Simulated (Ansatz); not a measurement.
# SiO2 (P4_2/mnm): zone-centre modes under pressure, part 2 of 4

Wanted: Grüneisen parameters and pressure coefficients of the modes of SiO2 (P4_2/mnm).

Ansatz 0.2.0; DFT PBE, scalar-relativistic, plane waves, PAW; PAW set soft_1.

So far. Step 3 (Tight relaxation): The largest force component left is 0.034 meV/Å and the pressure is -0.001 GPa, within the tolerances set. The cell now holds 8.04 Å³/atom.

### 4. Modes at rest

The modes at rest are the reference of the series, and the response to a field gives the dielectric tensor and the Born charges.

File input.yaml:

```yaml
crystal:
  lattice:
    - [4.2357990584, 0.0, 0.0]
    - [0.0, 4.2357990584, 0.0]
    - [0.0, 0.0, 2.6899428354]
  atoms:
    - { symbol: O, position: [0.6930172911, 0.6930172911, 0.0] }
    - { symbol: O, position: [0.1930172911, 0.8069827089, 0.5] }
    - { symbol: O, position: [0.3069827089, 0.3069827089, 0.0] }
    - { symbol: O, position: [0.8069827089, 0.1930172911, 0.5] }
    - { symbol: Si, position: [0.5, 0.5, 0.5] }
    - { symbol: Si, position: [0.0, 0.0, 0.0] }
kpoints:
  mp_grid: { grid: [8, 8, 8] }
hamiltonian:
  xc: pbe
  pseudopotentials: { kind: paw, azcp: { folder: soft_1 } }
scf:
  occupations: { method: fixed }
output:
  eigenvalues: true
phonons:
  method: dfpt
  dielectric: true
  rigid_motions: translations
  raman: true
```

The run is started by

```sh
ansatz run input.yaml --threads 4 --pin off --max-ram 16384MiB --backend cpu --events-out ev --progress --plain --runs-dir out
```

Numbers of over 12 decimals in the logs are rounded to 6 here.

The log of the run:

```text
[...]
Crystal: 6 atoms, lattice volume = 48.263 Å³
Basis set: ecut = 420 eV, 961 PW (Γ), exchange–correlation on 60×60×36 points (8 copies of the dense FFT grid, shifted against one another)
Bands: 22, of which v1, the nominal top of the filled ones, is band 16 counted from 1 (15 counted from 0)
Symmetry: 16 space group operations
k-points: 260 of 512 (irreducible under 1 space group operation, time reversal used)
[...]
SCF iter   1: F=—  HF=-3549.174644 eV  |F-HF|=—  |Δ(HF+E_count)|=         —  Δρ=1.43e-1  dr2=8.08e0  ethr=3.10e-3  ⟨swp⟩=4.3  Hψ=25577  notcnv=0  defer=1024
[...]
SCF iter   8: F=-3547.044051 eV  HF=-3547.044051 eV  |F-HF|=7.09e-11  |Δ(HF+E_count)|=   3.99e-9  Δρ=4.61e-7  dr2=7.03e-11  ethr=1.00e-12  ⟨swp⟩=13.9  Hψ=42101  notcnv=0
SCF 1 converged in 8 iterations: F = -3547.044051 eV  dr2 = 7.03e-11
[...]
DFPT response loops at Γ: preconditioner auto → none (the input reference at scf.mixing.eps_inf says where Resta's filter doesn't serve); β = 0.50; Broyden in place of MSR1
── the response to a field inside a basis, on 8×8×10 k-points: an SCF that follows is theirs, and a resumed run solves both again ──
Bands: 17, of which v1, the nominal top of the filled ones, is band 16 counted from 1 (15 counted from 0)
k-points: 50 of 640
[...]
Eigensolver: Dense (50 Hₖ)
SCF iter   1: F=—  HF=-3547.040085 eV  |F-HF|=—  |Δ(HF+E_count)|=         —  Δρ=4.08e-4  dr2=1.40e-5  ethr=1.00e-1
[...]
SCF iter   5: F=-3547.040092 eV  HF=-3547.040092 eV  |F-HF|=9.32e-11  |Δ(HF+E_count)|=   4.17e-9  Δρ=6.08e-7  dr2=5.52e-11  ethr=1.35e-11
SCF 1 converged in 5 iterations: F = -3547.040092 eV  dr2 = 5.52e-11
[...]
SCF converged after 8 iterations
Free energy (F): -3547.044051 eV
[...]
Internal energy: -3547.044051 eV  (E = F + TS)
E sigma→0 (E₀):  -3547.044051 eV
Fermi energy:    9.958651 eV
[...]
--- Band table (eV; the first three rows and the last of 260) ---
  k-point 0: bands = [... 12 lower, 7.4625, 9.1071, 9.1071, 9.9587, 15.0098, 16.6014, 18.2798, 18.2798, ... 2 higher]
  k-point 1: bands = [... 12 lower, 6.7310, 8.9657, 8.9657, 9.7866, 15.7570, 17.6384, 19.1408, 19.1408, ... 2 higher]
  k-point 2: bands = [... 12 lower, 5.5997, 8.5144, 8.5144, 9.2349, 16.9695, 19.4992, 19.9852, 20.9311, ... 2 higher]
  k-point 259: bands = [... 12 lower, 8.2303, 8.2303, 8.4906, 8.4906, 16.8042, 16.8042, 20.6590, 20.6590, ... 2 higher]
--- Phonons (Γ-DFPT): 4 representative perturbations + reference, on 260 of 512 k-points (Σ response iterations 12) ---
  k mesh reduced under 1 symmetry operation, with k and −k counted as one. Each operation leaves every solved perturbation unchanged. A smaller set is not considered because the run solves the response to a homogeneous field
  ASR residual: 2.479e-4 → 0.000e0 eV/Å²; symmetrization residual: 1.313e-6 eV/Å²
  ASR residual per site (eV/Å²): 1.02e-4 1.02e-4 1.02e-4 1.02e-4 2.48e-4 2.48e-4
  Γ frequencies (cm⁻¹): 0.00 0.00 0.00 221.64 369.44 426.17 426.17 532.57 532.57 558.17 558.17 571.55 628.58 718.93 722.82 797.36 797.36 905.12
  ε∞ (high-frequency dielectric tensor):
        3.425223     0.000000     0.000000
        0.000000     3.425223     0.000000
        0.000000     0.000000     3.600819
  ε⁰ (static dielectric tensor: ions relaxed, cell fixed):
       13.082083     0.000000    -0.000000
        0.000000    13.082083    -0.000000
       -0.000000    -0.000000     9.416745
  ε⁰ − ε∞ (ionic part):
        9.656859     0.000000    -0.000000
        0.000000     9.656859    -0.000000
       -0.000000    -0.000000     5.815926
  softest optical mode at Γ: 221.64 cm⁻¹; the repairs (sum rule, projections) moved no ω² at Γ by more than (1.75 cm⁻¹)²
  Born effective charges Z* (e; rows j = field, columns β = displacement):
    site 0:
        -1.92301   -0.60770    0.00000
        -0.60770   -1.92301    0.00000
         0.00000    0.00000   -2.05278
    site 1:
        -1.92301    0.60770    0.00000
         0.60770   -1.92301    0.00000
         0.00000    0.00000   -2.05278
    site 2:
        -1.92301   -0.60770    0.00000
        -0.60770   -1.92301    0.00000
         0.00000    0.00000   -2.05278
    site 3:
        -1.92301    0.60770    0.00000
         0.60770   -1.92301    0.00000
         0.00000    0.00000   -2.05278
    site 4:
         3.84602   -0.41325    0.00000
        -0.41325    3.84602    0.00000
         0.00000    0.00000    4.10555
    site 5:
         3.84602    0.41325    0.00000
         0.41325    3.84602    0.00000
         0.00000    0.00000    4.10555
  Z* charge neutrality: 8.680e-4 e pre-enforcement
  solved inside a basis spanned on kpoints, on 8×8×10 k-points: ε∞ is read to err by 8.4e-3, Z* by 1.3e-2 e (field_mesh: kpoints solves on kpoints); Z* is corrected for what the basis lacks
  Raman tensors (in the event stream and the table raman_tensors.tsv): an entry may err by 2.4e-3 Å², one of the second-order susceptibility by 2.5e-20 pm/V (basis, points and sum rule); their sum over the sites missed zero by 6.661e-16 Å² ahead of its enforcement
  optical modes at Γ without the LO–TO term, one row a degenerate level:
      ω (cm⁻¹)  modes    IR ((D/Å)²/amu)  static Raman (Å⁴/amu)  depolarisation
        221.64      1             0.0000                 0.1353           0.750
        369.44      1             0.0000                 0.0000               —
        426.17      2            71.6626                 0.0000               —
        532.57      2             2.0719                 0.0000               —
        558.17      2             0.0000                 0.2243           0.750
        571.55      1             0.0000                 0.0000               —
        628.58      1            51.9984                 0.0000               —
        718.93      1             0.0000                 6.9199           0.001
        722.82      1             0.0000                 0.0000               —
        797.36      2            22.3510                 0.0000               —
        905.12      1             0.0000                 0.7491           0.750
  optical modes at Γ + LO–TO along q̂ = [1.0000, 0.0000, 0.0000]:
      ω (cm⁻¹)  modes    IR ((D/Å)²/amu)  static Raman (Å⁴/amu)  depolarisation
        221.64      1             0.0000                 0.1353           0.750
        369.44      1             0.0000                 0.0000               —
        426.17      1            35.8313                 0.0000               —
        528.77      1             0.0890                 0.0000               —
        532.57      1             1.0359                 0.0000               —
        558.17      2             0.0000                 0.2243           0.750
        571.55      1             0.0000                 0.0000               —
        628.58      1            51.9984                 0.0000               —
        672.62      1             7.0069                 0.0000               —
        718.93      1             0.0000                 6.9199           0.001
        722.82      1             0.0000                 0.0000               —
        797.36      1            11.1755                 0.0000               —
        905.12      1             0.0000                 0.7491           0.750
        994.42      1            40.9468                 0.0000               —
  optical modes at Γ + LO–TO along q̂ = [0.0000, 1.0000, 0.0000]:
      ω (cm⁻¹)  modes    IR ((D/Å)²/amu)  static Raman (Å⁴/amu)  depolarisation
        221.64      1             0.0000                 0.1353           0.750
        369.44      1             0.0000                 0.0000               —
        426.17      1            35.8313                 0.0000               —
        528.77      1             0.0890                 0.0000               —
        532.57      1             1.0359                 0.0000               —
        558.17      2             0.0000                 0.2243           0.750
        571.55      1             0.0000                 0.0000               —
        628.58      1            51.9984                 0.0000               —
        672.62      1             7.0069                 0.0000               —
        718.93      1             0.0000                 6.9199           0.001
        722.82      1             0.0000                 0.0000               —
        797.36      1            11.1755                 0.0000               —
        905.12      1             0.0000                 0.7491           0.750
        994.42      1            40.9468                 0.0000               —
  optical modes at Γ + LO–TO along q̂ = [0.0000, 0.0000, 1.0000]:
      ω (cm⁻¹)  modes    IR ((D/Å)²/amu)  static Raman (Å⁴/amu)  depolarisation
        221.64      1             0.0000                 0.1353           0.750
        369.44      1             0.0000                 0.0000               —
        426.17      2            71.6626                 0.0000               —
        532.57      2             2.0719                 0.0000               —
        558.17      2             0.0000                 0.2243           0.750
        571.55      1             0.0000                 0.0000               —
        718.93      1             0.0000                 6.9199           0.001
        722.82      1             0.0000                 0.0000               —
        797.36      2            22.3510                 0.0000               —
        905.12      1             0.0000                 0.7491           0.750
       1016.50      1            51.9984                 0.0000               —
```

Elapsed: 2 min, on 4 threads of Intel Xeon Platinum 8259CL at 2.50GHz (Skylake/Cascade Lake), shared host; peak memory 1.6 GiB; 7.4 min of CPU time.

Reading the cycles: dr2 is the Hartree energy of the density residual (eV), the measure of convergence; HF is the Harris–Foulkes estimate of the energy, which meets the free energy F at convergence.

This step gave:

```
sum-rule residual before enforcement                    : 2.48e-4 eV/Å²
miss of the charge sum rule                             : 8.68e-4 e
estimated error of the dielectric tensor                : 0.008360
estimated error of the Born charges                     : 0.01347 e
point group                                             : 4/mmm
highest optical mode at the zone centre (no LO-TO term) : 905.1 cm⁻¹
lowest optical zone-centre mode                         : 221.6 cm⁻¹
mean high-frequency dielectric constant                 : 3.484
largest Born charge (third of the trace)                : 3.933 e
mean static dielectric constant                         : 11.86
top of the zone-centre spectrum with the field          : 1016 cm⁻¹
```

Without the LO-TO term. Patterns of degenerate modes are one choice out of their space. Modes at Γ, with each element's share of the kinetic energy:

```
mode  frequency (cm⁻¹)  symmetry  O %  Si %
   1               0.0  acoustic   53    47
   2               0.0  acoustic   53    47
   3               0.0  acoustic   53    47
   4             221.6       B1g  100     0
   5             369.4       B1u   18    82
   6             426.2        Eu   44    56
   7             426.2        Eu   44    56
   8             532.6        Eu   54    46
   9             532.6        Eu   54    46
  10             558.2        Eg  100     0
  11             558.2        Eg  100     0
  12             571.5       A2g  100     0
  13             628.6       A2u   47    53
  14             718.9       A1g  100     0
  15             722.8       B1u   82    18
  16             797.4        Eu   48    52
  17             797.4        Eu   48    52
  18             905.1       B2g  100     0
```

Displacements in mode 4 (221.6 cm⁻¹), the largest set to 1:
```
O1   1.00 -1.00  0.00
O2   1.00  1.00  0.00
O3  -1.00  1.00  0.00
O4  -1.00 -1.00  0.00
Si5  0.00  0.00  0.00
Si6  0.00  0.00  0.00
```

Displacements in mode 6 (426.2 cm⁻¹), the largest set to 1:
```
O1   0.00 -0.63  0.00
O2  -0.56 -0.84  0.00
O3   0.00 -0.63  0.00
O4  -0.56 -0.84  0.00
Si5 -0.11  0.68  0.00
Si6  0.75  1.00  0.00
```

Optical modes at the zone centre, without and with the macroscopic field of the longitudinal modes; each column is sorted by frequency, so a row need not hold one and the same mode. Modes with and without the field, by row:

```
rank among optical modes  no field (cm⁻¹)  q along (1, 0, 0) (cm⁻¹)  q along (0, 0, 1) (cm⁻¹)
                       1            221.6                     221.6                     221.6
                       2            369.4                     369.4                     369.4
                       3            426.2                     426.2                     426.2
                       4            426.2                     528.8                     426.2
                       5            532.6                     532.6                     532.6
                       6            532.6                     558.2                     532.6
                       7            558.2                     558.2                     558.2
                       8            558.2                     571.5                     558.2
                       9            571.5                     628.6                     571.5
                      10            628.6                     672.6                     718.9
                      11            718.9                     718.9                     722.8
                      12            722.8                     722.8                     797.4
                      13            797.4                     797.4                     797.4
                      14            797.4                     905.1                     905.1
                      15            905.1                     994.4                      1016
```

Born charge (rows field, columns displacement) (e), principal values of the symmetric part by kind of site:

```
atom  atoms with these values    low  middle   high   mean
  O1                        4  -2.53   -2.05  -1.32  -1.97
 Si5                        2   3.43    4.11   4.26   3.93
```

In full for Si5:

```
 3.85 -0.41  0.00
-0.41  3.85  0.00
 0.00  0.00  4.11
```

High-frequency dielectric tensor:

```
3.43 0.00 0.00
0.00 3.43 0.00
0.00 0.00 3.60
```

Static dielectric tensor (ions relaxed, fixed cell):

```
13.08  0.00  0.00
 0.00 13.08  0.00
 0.00  0.00  9.42
```

Transverse modes. Infrared lines, with heights relative to the strongest:

```
position (cm⁻¹)  label  relative intensity
            222    B1g                 0.0
            369    B1u                 0.0
            426     Eu                 100
            533     Eu                 2.9
            558     Eg                 0.0
            572    A2g                 0.0
            629    A2u                  73
            719    A1g                 0.0
            723    B1u                 0.0
            797     Eu                  31
            905    B2g                 0.0
```

Activity x (w_L - w)^4 (n + 1)/w, 532 nm, 300 K; modes without the macroscopic field alone. Raman lines, with heights relative to the strongest:

```
position (cm⁻¹)  label  relative intensity
            222    B1g                  10
            369    B1u                 0.0
            426     Eu                 0.0
            533     Eu                 0.0
            558     Eg                 4.5
            572    A2g                 0.0
            629    A2u                 0.0
            719    A1g                 100
            723    B1u                 0.0
            797     Eu                 0.0
            905    B2g                 8.1
```

Before it was imposed, the acoustic sum rule was missed by 2.5e-4 eV/Å² and the charge sum rule by 8.7e-4 e. Small misses are needed for a sound result but don't prove that mesh and cutoff are converged. The lowest optical mode is real, 222 cm⁻¹.

### 5. A member of the series: 1.06 times the volume at rest

The cell is set to 1.06 times the volume at rest, and shape and atoms relax at that volume.

File input.yaml:

```yaml
crystal:
  lattice:
    - [4.336600786, 0.0, 0.0]
    - [0.0, 4.336600786, 0.0]
    - [0.0, 0.0, 2.720324586]
  atoms:
    - { symbol: O, position: [0.6908078805, 0.6908078805, 0.0] }
    - { symbol: O, position: [0.1908078805, 0.8091921195, 0.5] }
    - { symbol: O, position: [0.3091921195, 0.3091921195, 0.0] }
    - { symbol: O, position: [0.8091921195, 0.1908078805, 0.5] }
    - { symbol: Si, position: [0.5, 0.5, 0.5] }
    - { symbol: Si, position: [0.0, 0.0, 0.0] }
kpoints:
  mp_grid: { grid: [8, 8, 8] }
hamiltonian:
  xc: pbe
  pseudopotentials: { kind: paw, azcp: { folder: soft_1 } }
scf:
  occupations: { method: fixed }
output:
  forces: true
  stress: true
  eigenvalues: true
relax:
  adjacent_minimum: "off"
  f_tol: 0.001
  max_steps: 60
  cell: { stress_tol: 0.01, fix: [volume] }
```

The log of the run:

```text
[...]
Crystal: 6 atoms, lattice volume = 51.159 Å³
Basis set: ecut = 420 eV, 1009 PW (Γ), exchange–correlation on 60×60×40 points (8 copies of the dense FFT grid, shifted against one another)
Bands: 22, of which v1, the nominal top of the filled ones, is band 16 counted from 1 (15 counted from 0)
Symmetry: 16 space group operations
[...]
k-points: 75 of 512
[...]
cell:  # Å, volume = 51.1587 Å³
    - [4.347597, 0, 0]
    - [0, 4.347597, 0]
    - [0, 0, 2.706582]
  atoms:
    - { symbol: O, position: [0.689491, 0.689491, 0] }
    - { symbol: O, position: [0.189491, 0.810509, 0.500000] }
    - { symbol: O, position: [0.310509, 0.310509, 0] }
    - { symbol: O, position: [0.810509, 0.189491, 0.500000] }
    - { symbol: Si, position: [0.5, 0.5, 0.500000] }
    - { symbol: Si, position: [0, 0, 0] }
[key lines of the parts left out:]
SCF converged after 5 iterations
Free energy (F): -3546.922562 eV
Fermi energy:    8.980021 eV
P = ⅓ Tr σ = -12.4315 GPa (-124.315 kbar)
```

Wall time 11 s (4 threads); peak memory 0.45 GiB; 40 s of CPU time.

The steps of the relaxation:

```
step  energy less that of the first step (eV)  largest force component (eV/Å)  pressure (GPa)  volume (Å³)
   1                                   0.0000                          0.1027          -13.67        51.16
   2                                  -0.0010                          0.0787          -13.49        51.16
   3                                  -0.0035                          0.0033          -12.47        51.16
   4                                  -0.0035                          0.0002          -12.47        51.16
  5*                                  -0.0036                          0.0001          -12.47        51.16
   6                                  -0.0036                          0.0000          -12.43        51.16
  7*                                  -0.0036                          0.0001          -12.43        51.16
```

Relaxation steps marked * repeat the geometry before them on a plane-wave basis chosen anew for their cell, so energy and pressure can jump there.

Forces are held to the 16 operations that the run works with; a distortion that breaks them can't arise in this run.

```
conventional cell, symmetrised  before  after  change
                         a (Å)   4.337  4.348  +0.3 %
                         b (Å)   4.337  4.348  +0.3 %
                         c (Å)   2.720  2.707  -0.5 %
              volume (Å³/atom)    8.53   8.53  -0.0 %
```

The relaxed structure:

```xyz
6
Lattice="4.3476 0.0000 0.0000 0.0000 4.3476 0.0000 0.0000 0.0000 2.7066" Properties=species:S:1:pos:R:3 pbc="T T T"
O     2.9976    2.9976    0.0000
O     0.8238    3.5238    1.3533
O     1.3500    1.3500    0.0000
O     3.5238    0.8238    1.3533
Si    2.1738    2.1738    1.3533
Si    0.0000    0.0000    0.0000
```

This step gave:

- pressure: -12.43 GPa
- gap on the k-mesh: 4.314 eV
- volume per atom: 8.526 Å³

The largest force component left is 0.053 meV/Å, at a pressure of -12.43 GPa.

(Part 2 of 4 ends here.)

[Logs are printed without paths, hosts, clocks, repeated set-up lines and the standing remarks that a program may print on its own settings, such as how far it seeks lower states.]

[Hosts, paths, dates, database ids (printed as entryN), source tags and the programs' standing remarks are cut or masked in the printed files.]
